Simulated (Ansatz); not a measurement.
Si3H4C3 (hydrogen-terminated (110) film, 3 layers), computed twice by G0W0.

The cell holds 10 atoms: 3 Si, 3 C and 4 H. Its edges and angles: a = 3.083 Å, b = 4.360 Å, c = 34.200 Å, α = 90.0°, β = 90.0°, γ = 90.0°. It derives from SiC. Vacuum lies along c.

```xyz
10
Lattice="3.0830 0.0000 0.0000 0.0000 4.3600 0.0000 0.0000 0.0000 34.2000" Properties=species:S:1:pos:R:3
Si    3.0830    0.0191   15.5901
C     3.0830    3.2700   17.1000
Si    1.5415    2.1962   17.1000
C     1.5415    1.0663   15.6073
Si    0.0000    0.0191   18.6099
C     1.5415    1.0663   18.5927
H     3.0830    3.5229   14.3495
H     1.5415    1.6926   14.6932
H     3.0830    3.5229   19.8505
H     1.5415    1.6926   19.5068
```

The structure was relaxed with LDA (ions only). The runs that relaxed it are not among those shown.

The first (Ansatz 0.2.0; start LDA, 6×4×1 mesh, 678 empty bands, screening to 75 eV, PAW set soft_1 files; 1 × NVIDIA H100 80GB HBM3 (shared by 6 runs) with 3 threads of AMD EPYC 7R13 (Zen 3), shared host) gave, on its mesh: starting gap 2.63 eV, G0W0 gap 4.32 eV, mean of 1 + 4πα/V (set by the cell height) 1.59, 70 s.

The second changes empty bands from 678 to 274 and screening cutoff (eV) from 75.0 to 41. What does it give?

It gave: starting gap 2.63 eV, G0W0 gap 4.06 eV, mean of 1 + 4πα/V (set by the cell height) 1.60, 35 s. The G0W0 gap moves by −0.26 eV, +0.00 eV from the start and −0.26 eV from the correction. Σc changes by +0.43 eV at the valence top and +0.17 eV at the conduction bottom, and Σx − Vxc between them by +0.0001 eV.

Limits: not at the basis limit; coarse mesh for a sheet.

[Paths, hosts, dates, memory and timing lines, banners, echoed tables and standing remarks are left out of the program output.]

[Logs are printed without paths, hosts, clocks, repeated set-up lines and the standing remarks that a program may print on its own settings, such as how far it seeks lower states.]

[Runs of the session that timed out or met a known fault of the program may be left out.]

[Cells called generated may have been cut or substituted from an entry of the Crystallography Open Database or the Materials Project.]

[Hosts, paths, dates, database ids (printed as entryN), source tags and the programs' standing remarks are cut or masked in the printed files.]
